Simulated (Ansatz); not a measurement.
# Si2Mo (I4/mmm): modes against biaxial strain in the (001) plane, that of a and b, part 2 of 2

Aim: how do the optical modes of Si2Mo (I4/mmm) shift and split under this strain?

Ansatz 0.2.0; DFT PBEsol, scalar-relativistic, plane waves, PAW; PAW set soft_1.

So far, highest optical mode at the zone centre (no LO-TO term) (cm⁻¹): step 4 (modes at rest) 438.

The database entry behind the starting cell is an old determination (1927), so it need not match the best structure at ambient conditions.

### Step 5. A member of the series: biaxial strain of +4 % in the (001) plane, that of a and b

The cell takes a biaxial strain of +4 % in the (001) plane, that of a and b. The strained lengths are held, while the rest of the cell and the atoms relax.

input.yaml

```yaml
crystal:
  lattice:
    - [-1.6590573406, 1.6590573406, 3.8727853291]
    - [1.6590573406, -1.6590573406, 3.8727853291]
    - [1.6590573406, 1.6590573406, -3.8727853291]
  atoms:
    - { symbol: Si, position: [0.3354384699, 0.3354384699, 0.0] }
    - { symbol: Si, position: [0.6645615301, 0.6645615301, 0.0] }
    - { symbol: Mo, position: [0.0, 0.0, 0.0] }
  conventional_axes: [[0, 1, 1], [1, 0, 1], [1, 1, 0]]
kpoints:
  mp_grid: { grid: [20, 20, 20] }
hamiltonian:
  xc: pbesol
  pseudopotentials: { kind: paw, azcp: { folder: soft_1 }, xc_functional: pbe }
scf:
  occupations: { method: methfessel_paxton, width: 0.2 }
output:
  forces: true
  stress: true
  eigenvalues: true
relax:
  adjacent_minimum: "off"
  f_tol: 0.001
  max_steps: 60
  cell: { stress_tol: 0.01, fix: [a, b, gamma] }
```

Launch:

```bash
> ansatz run input.yaml --threads 4 --pin off --max-ram 10240MiB --backend cpu --events-out ev --progress --plain --runs-dir out
```

Numbers of over 12 decimals in the logs are rounded to 6 here.

Log:

```text
[...]
Crystal: 3 atoms, lattice volume = 42.639 Å³
Basis set: ecut = 420 eV, 849 PW (Γ), exchange–correlation on 64×64×64 points (8 copies of the dense FFT grid, shifted against one another)
Bands: 15, of which v1, the nominal top of the filled ones, is band 11 counted from 1 (10 counted from 0)
Symmetry: 16 space group operations
[...]
k-points: 641 of 8000
[...]
--- Relaxed structure (4 steps of the walk, 4 accepted, 1 SCFs on fresh bases) ---
[...]
cell:  # Å, volume = 42.5219 Å³
    - [-1.6590573406, 1.6590573406, 3.862153]
    - [1.6590573406, -1.6590573406, 3.862153]
    - [1.6590573406, 1.6590573406, -3.862153]
  atoms:
    - { symbol: Si, position: [0.335522, 0.335522, 0] }
    - { symbol: Si, position: [0.664478, 0.664478, 0] }
    - { symbol: Mo, position: [0, 0, 0] }
[key lines of the parts left out:]
SCF converged after 4 iterations
Free energy (F): -6142.117798 eV
Fermi energy:    14.682523 eV
P = ⅓ Tr σ = -11.3262 GPa (-113.262 kbar)
```

The job ended after 31 s (4 threads of Arm Neoverse V1, shared host; peak memory 0.68 GiB).

The steps of the relaxation:

```csv
step,energy less that of the first step (eV),largest force component (eV/Å),pressure (GPa),volume (Å³)
1,0.0000,0.0219,-11.89,42.64
2,-0.0005,0.0012,-11.18,42.49
3,-0.0005,0.0011,-11.33,42.52
4,-0.0005,0.0002,-11.33,42.52
5*,-0.0005,0.0002,-11.33,42.52
```

Relaxation steps marked * repeat the geometry before them on a plane-wave basis chosen anew for their cell, so energy and pressure can jump there.

Forces are held to the 16 operations that the run works with; a distortion that breaks them can't arise in this run.

```csv
"conventional cell, symmetrised",before,after,change
a (Å),3.318,3.318,-0.0 %
b (Å),3.318,3.318,-0.0 %
c (Å),7.746,7.724,-0.3 %
volume (Å³/atom),14.21,14.17,-0.3 %
```

Final coordinates:

```
Si Mo
1.0
    -1.65906    1.65906    3.86215
     1.65906   -1.65906    3.86215
     1.65906    1.65906   -3.86215
Si Mo
2 1
Direct
  0.33552 0.33552 0.00000
  0.66448 0.66448 0.00000
  0.00000 0.00000 0.00000
```

Numbers from this step:

* pressure: -11.33 GPa
* volume per atom: 14.17 Å³

The largest force component left is 0.17 meV/Å.

### Step 6. Modes of this member: biaxial strain of +4 % in the (001) plane, that of a and b

The zone-centre modes follow for biaxial strain of +4 % in the (001) plane, that of a and b.

input.yaml, the sections that differ from step 5:

```yaml
crystal:
  lattice:
    - [-1.6590573406, 1.6590573406, 3.8621528675]
    - [1.6590573406, -1.6590573406, 3.8621528675]
    - [1.6590573406, 1.6590573406, -3.8621528675]
  atoms:
    - { symbol: Si, position: [0.3355222879, 0.3355222879, 0.0] }
    - { symbol: Si, position: [0.6644777121, 0.6644777121, 0.0] }
    - { symbol: Mo, position: [0.0, 0.0, 0.0] }
output:
  eigenvalues: true
phonons:
  method: dfpt
# kpoints, hamiltonian, scf: as in step 5
# relax: removed
```

Log:

```text
[...]
Crystal: 3 atoms, lattice volume = 42.522 Å³
Basis set: ecut = 420 eV, 849 PW (Γ), exchange–correlation on 64×64×64 points (8 copies of the dense FFT grid, shifted against one another)
Bands: 15, of which v1, the nominal top of the filled ones, is band 11 counted from 1 (10 counted from 0)
Symmetry: 16 space group operations
k-points: 1166 of 8000 (irreducible under 4 space group operations, time reversal used)
[...]
SCF iter   1: F=—  HF=-6143.509498 eV  |F-HF|=—  |Δ(HF+E_count)|=         —  Δρ=9.43e-2  dr2=5.92e0  ethr=3.10e-3  ⟨swp⟩=5.2  Hψ=98728  notcnv=0
[...]
SCF iter  10: F=-6142.117798 eV  HF=-6142.117798 eV  |F-HF|=1.82e-12  |Δ(HF+E_count)|=  1.82e-12  S|Δr|=    0.00e0  Δρ=3.51e-8  dr2=7.91e-13  ethr=1.00e-12  ⟨swp⟩=5.1  Hψ=66839  notcnv=0
SCF 1 converged in 10 iterations: F = -6142.117798 eV  dr2 = 7.91e-13
[...]
SCF converged after 10 iterations
[...]
Free energy (F): -6142.117798 eV
[...]
Internal energy: -6142.119472 eV  (E = F + TS)
E sigma→0 (E₀):  -6142.118216 eV
Entropy (-TS):   0.001674 eV (0.558 meV/atom)
Fermi energy:    14.682523 eV
[...]
--- Band table (eV; the first three rows and the last of 1166) ---
  k-point 0: bands = [... 7 lower, 12.0595, 12.1693, 12.1693, 14.9377, 17.4338, 17.8107, 17.8107, 18.1947]
  k-point 1: bands = [... 7 lower, 11.9999, 12.0718, 12.7454, 14.6505, 17.2228, 17.6894, 17.8529, 18.3162]
  k-point 2: bands = [... 7 lower, 11.5670, 12.1121, 13.3820, 13.9365, 16.8360, 17.5985, 17.9597, 18.5245]
  k-point 1165: bands = [... 7 lower, 12.6919, 14.0463, 14.0463, 14.3391, 14.3391, 15.0953, 19.5342, 20.1920]
[...]
ASR residual: 3.974e-5 → 0.000e0 eV/Å²; symmetrization residual: 1.556e-6 eV/Å²
  ASR residual per site (eV/Å²): 5.01e-6 5.01e-6 3.97e-5
  Γ frequencies (cm⁻¹): 0.00 0.00 0.00 224.94 224.94 280.03 280.03 307.59 440.54
[...]
```

Wall time 96 s (4 threads); peak memory 2.2 GiB; 6.1 min of CPU time.

Numbers from this step:

```yaml
sum_rule_residual_before_enforcement: 3.97e-5 eV/Å²
highest_optical_mode_at_the_zone_centre_no_lo_to_term: 440.5 cm⁻¹
lowest_optical_zone_centre_mode: 224.9 cm⁻¹
```

Patterns of degenerate modes are one choice out of their space. Modes at Γ, with each element's share of the kinetic energy:

```csv
mode,frequency (cm⁻¹),symmetry,Si %,Mo %
1,0.0,acoustic,37,63
2,0.0,acoustic,37,63
3,0.0,acoustic,37,63
4,224.9,Eu,63,37
5,224.9,Eu,63,37
6,280.0,Eg,100,0
7,280.0,Eg,100,0
8,307.6,A2u,63,37
9,440.5,A1g,100,0
```

Displacements in mode 5 (224.9 cm⁻¹), the largest set to 1:
```
Si1 -1.00 -0.04  0.00
Si2 -1.00 -0.04  0.00
Mo3  0.59  0.02  0.00
```

Displacements in mode 8 (307.6 cm⁻¹), the largest set to 1:
```
Si1  0.00  0.00 -1.00
Si2  0.00  0.00 -1.00
Mo3  0.00  0.00  0.59
```

The lowest optical mode is real, 225 cm⁻¹, and the highest lies at 440.5 cm⁻¹.

### Step 7. A member of the series: biaxial strain of -4 % in the (001) plane, that of a and b

The cell takes a biaxial strain of -4 % in the (001) plane, that of a and b. The strained lengths are held, while the rest of the cell and the atoms relax.

input.yaml, the sections that differ from step 6:

```yaml
crystal:
  lattice:
    - [-1.5314375453, 1.5314375453, 3.9604116588]
    - [1.5314375453, -1.5314375453, 3.9604116588]
    - [1.5314375453, 1.5314375453, -3.9604116588]
  atoms:
    - { symbol: Si, position: [0.3345670646, 0.3345670646, 0.0] }
    - { symbol: Si, position: [0.6654329354, 0.6654329354, 0.0] }
    - { symbol: Mo, position: [0.0, 0.0, 0.0] }
  conventional_axes: [[0, 1, 1], [1, 0, 1], [1, 1, 0]]
output:
  forces: true
  stress: true
  eigenvalues: true
relax:
  adjacent_minimum: "off"
  f_tol: 0.001
  max_steps: 60
  cell: { stress_tol: 0.01, fix: [a, b, gamma] }
# kpoints, hamiltonian, scf: as in step 6
# phonons: removed
```

Log:

```text
[...]
Crystal: 3 atoms, lattice volume = 37.153 Å³
Basis set: ecut = 420 eV, 729 PW (Γ), FFT grids on a1+a3, a2+a3, a3, exchange–correlation on 48×48×64 points (8 copies of the dense FFT grid, shifted against one another)
Bands: 15, of which v1, the nominal top of the filled ones, is band 11 counted from 1 (10 counted from 0)
Symmetry: 16 space group operations
[...]
--- Relaxed structure (5 steps of the walk, 5 accepted, 1 SCFs on fresh bases) ---
[...]
cell:  # Å, volume = 37.3505 Å³
    - [-1.5314375453, 1.5314375453, 3.981422]
    - [1.5314375453, -1.5314375453, 3.981422]
    - [1.5314375453, 1.5314375453, -3.981422]
  atoms:
    - { symbol: Si, position: [0.334321, 0.334321, 0] }
    - { symbol: Si, position: [0.665679, 0.665679, 0] }
    - { symbol: Mo, position: [0, 0, 0] }
[key lines of the parts left out:]
SCF converged after 5 iterations
Free energy (F): -6142.083329 eV
Fermi energy:    17.436340 eV
P = ⅓ Tr σ = 15.3988 GPa (153.988 kbar)
```

Run time: 28 s. Hardware: 4 threads; peak memory 0.63 GiB; 1.8 min of CPU time.

The steps of the relaxation:

```csv
step,energy less that of the first step (eV),largest force component (eV/Å),pressure (GPa),volume (Å³)
1,0.0000,0.0576,16.99,37.15
2,-0.0018,0.0025,15.19,37.38
3,-0.0018,0.0041,15.39,37.35
4,-0.0019,0.0013,15.39,37.35
5,-0.0019,0.0000,15.40,37.35
6*,-0.0019,0.0000,15.40,37.35
```

Relaxation steps marked * repeat the geometry before them on a plane-wave basis chosen anew for their cell, so energy and pressure can jump there.

The run keeps the 16 symmetry operations that it works with, so distortions that break them were not tested.

```csv
"conventional cell, symmetrised",before,after,change
a (Å),3.063,3.063,+0.0 %
b (Å),3.063,3.063,+0.0 %
c (Å),7.921,7.963,+0.5 %
volume (Å³/atom),12.38,12.45,+0.5 %
```

The relaxed structure:

```xyz
3
Lattice="-1.5314 1.5314 3.9814 1.5314 -1.5314 3.9814 1.5314 1.5314 -3.9814" Properties=species:S:1:pos:R:3 pbc="T T T"
Si    0.0000    0.0000    2.6621
Si    0.0000    0.0000    5.3007
Mo    0.0000    0.0000    0.0000
```

Numbers from this step:

- pressure: 15.40 GPa
- volume per atom: 12.45 Å³

The largest force component left is 0.040 meV/Å.

### Step 8. Modes of this member: biaxial strain of -4 % in the (001) plane, that of a and b

The zone-centre modes follow for biaxial strain of -4 % in the (001) plane, that of a and b.

input.yaml, the sections that differ from step 7:

```yaml
crystal:
  lattice:
    - [-1.5314375453, 1.5314375453, 3.981422198]
    - [1.5314375453, -1.5314375453, 3.981422198]
    - [1.5314375453, 1.5314375453, -3.981422198]
  atoms:
    - { symbol: Si, position: [0.3343205372, 0.3343205372, 0.0] }
    - { symbol: Si, position: [0.6656794628, 0.6656794628, 0.0] }
    - { symbol: Mo, position: [0.0, 0.0, 0.0] }
output:
  eigenvalues: true
phonons:
  method: dfpt
# kpoints, hamiltonian, scf: as in step 7
# relax: removed
```

Log:

```text
[...]
Crystal: 3 atoms, lattice volume = 37.351 Å³
Basis set: ecut = 420 eV, 737 PW (Γ), exchange–correlation on 64×64×64 points (8 copies of the dense FFT grid, shifted against one another)
Bands: 15, of which v1, the nominal top of the filled ones, is band 11 counted from 1 (10 counted from 0)
Symmetry: 16 space group operations
k-points: 1166 of 8000 (irreducible under 4 space group operations, time reversal used)
[...]
k-point 2: bands = [... 7 lower, 13.8975, 13.9483, 15.3898, 16.9347, 20.3469, 20.8383, 21.1133, 21.6753]
  k-point 1165: bands = [... 7 lower, 14.8011, 16.6551, 16.6551, 17.2687, 17.2687, 18.1987, 21.2719, 23.1046]
[...]
ASR residual: 2.943e-5 → 0.000e0 eV/Å²; symmetrization residual: 4.873e-6 eV/Å²
  ASR residual per site (eV/Å²): 1.72e-5 1.72e-5 2.94e-5
  Γ frequencies (cm⁻¹): 0.00 0.00 0.00 323.23 323.23 327.81 381.28 381.28 429.39
[...]
[key lines of the parts left out:]
SCF converged after 9 iterations
Free energy (F): -6142.083329 eV
Fermi energy:    17.436340 eV
```

It took 90 s on 4 threads; peak memory 2 GiB.

Numbers from this step:

| Property | Result |
| --- | --- |
| sum-rule residual before enforcement | 2.94e-5 eV/Å² |
| highest optical mode at the zone centre (no LO-TO term) | 429.4 cm⁻¹ |
| lowest optical zone-centre mode | 323.2 cm⁻¹ |

Patterns of degenerate modes are one choice out of their space. Modes at Γ, with each element's share of the kinetic energy:

```csv
mode,frequency (cm⁻¹),symmetry,Si %,Mo %
1,0.0,acoustic,37,63
2,0.0,acoustic,37,63
3,0.0,acoustic,37,63
4,323.2,Eu,63,37
5,323.2,Eu,63,37
6,327.8,A2u,63,37
7,381.3,Eg,100,0
8,381.3,Eg,100,0
9,429.4,A1g,100,0
```

Displacements in mode 5 (323.2 cm⁻¹), the largest set to 1:
```
Si1 -1.00 -0.08  0.00
Si2 -1.00 -0.08  0.00
Mo3  0.59  0.04  0.00
```

Displacements in mode 8 (381.3 cm⁻¹), the largest set to 1:
```
Si1  1.00  0.00  0.00
Si2 -1.00  0.00  0.00
Mo3  0.00  0.00  0.00
```

The lowest optical mode is real, 323 cm⁻¹, and the highest lies at 429.4 cm⁻¹.

### Step 9. All members side by side

The members are set side by side, also those not shown above.

Stress is positive in compression; energies are extrapolated to zero smearing, and E0 is that at rest; the edges not held and the atoms are relaxed in each cell; all runs use 20×20×20 k points and Methfessel-Paxton smearing of 0.2 eV. State of the crystal along the series:

```csv
strain (%),in-plane stress (GPa),free strain along c (%),E - E0 (meV/atom)
-4,23.1,1.819,72.25
-3,16.81,1.282,39.9
-2,10.84,0.8077,17.38
-1,5.225,0.384,4.255
0,-0.001115,0,0
1,-4.832,-0.3467,4.069
2,-9.268,-0.6656,15.9
3,-13.32,-0.959,34.95
4,-16.99,-1.231,60.65
```

Optical modes are counted from below at rest and tracked from member to member by their patterns, and modes that stay within 0.3 cm⁻¹ of each other stand once; labels, where given, are those at rest; the edges not held and the atoms are relaxed in each cell; all runs use 20×20×20 k points and Methfessel-Paxton smearing of 0.2 eV. Optical modes along the series:

```csv
strain (%),optical mode 1 Eu (cm⁻¹),optical mode 2 A2u (cm⁻¹),optical mode 3 Eg (cm⁻¹),optical mode 4 A1g (cm⁻¹)
-4,323.2,327.8,381.3,429.4
-3,312.9,325.9,369.9,432.2
-2,301.8,323.6,357.9,434.8
-1,290.1,321.1,345.6,436.6
0,277.9,318.6,333,437.7
1,265.2,315.9,320.1,438.4
2,252.2,313.1,307,439.1
3,238.7,310.4,293.6,439.8
4,224.9,307.6,280,440.5
```

Value and slope at zero strain of a cubic (a lower polynomial where under five rows exist) through the rows within 2 % of rest. Slopes at rest:

```csv
mode,frequency (cm⁻¹),shift per percent of strain (cm⁻¹),shift per GPa of compressive stress (cm⁻¹)
optical mode 1 Eu,277.9,-12.43,2.47
optical mode 2 A2u,318.6,-2.64,0.52
optical mode 3 Eg,333,-12.77,2.54
optical mode 4 A1g,437.7,0.85,-0.17
```

### Step 10. Results

* members: 9
* highest optical mode at the zone centre (no LO-TO term), at rest: 437.7 cm⁻¹
* biaxial modulus in the (001) plane, that of a and b: 503 GPa
* optical mode 1 Eu, shift per percent: -12.43 cm⁻¹
* optical mode 2 A2u, shift per percent: -2.64 cm⁻¹
* optical mode 3 Eg, shift per percent: -12.77 cm⁻¹
* optical mode 4 A1g, shift per percent: 0.85 cm⁻¹

The stress changes by 5.03 GPa for each percent, a biaxial modulus of 503 GPa in the (001) plane, that of a and b. For each percent the free edge responds with -0.36 %. Within 2 % of rest optical mode 4 A1g bends away from a straight line, so a single slope holds only near rest. The fastest shift in the table of slopes is -12.8 cm⁻¹ for each percent (optical mode 3 Eg), or 2.5 cm⁻¹ for each GPa of compressive stress. For small strain, the measured shift of a line that Raman or infrared light can see, divided by its slope, estimates the stress, if the state of stress is of this kind. These are harmonic frequencies at zero temperature: anharmonic shifts, linewidths and thermal expansion are left out. With no gap, or one that is small against the smearing, the frequencies hang on the k mesh and the smearing, most of all near Kohn anomalies. The PAW files were made for PBE; the program adapts parts of them to the functional of the run, but their partial waves stay those of PBE, an approximation that was not tested in this session. Only the zone centre was solved, so an instability at another wavevector cannot show here.

[Logs are printed without paths, hosts, clocks, repeated set-up lines and the standing remarks that a program may print on its own settings, such as how far it seeks lower states.]

[Hosts, paths, dates, database ids (printed as entryN), source tags and the programs' standing remarks are cut or masked in the printed files.]
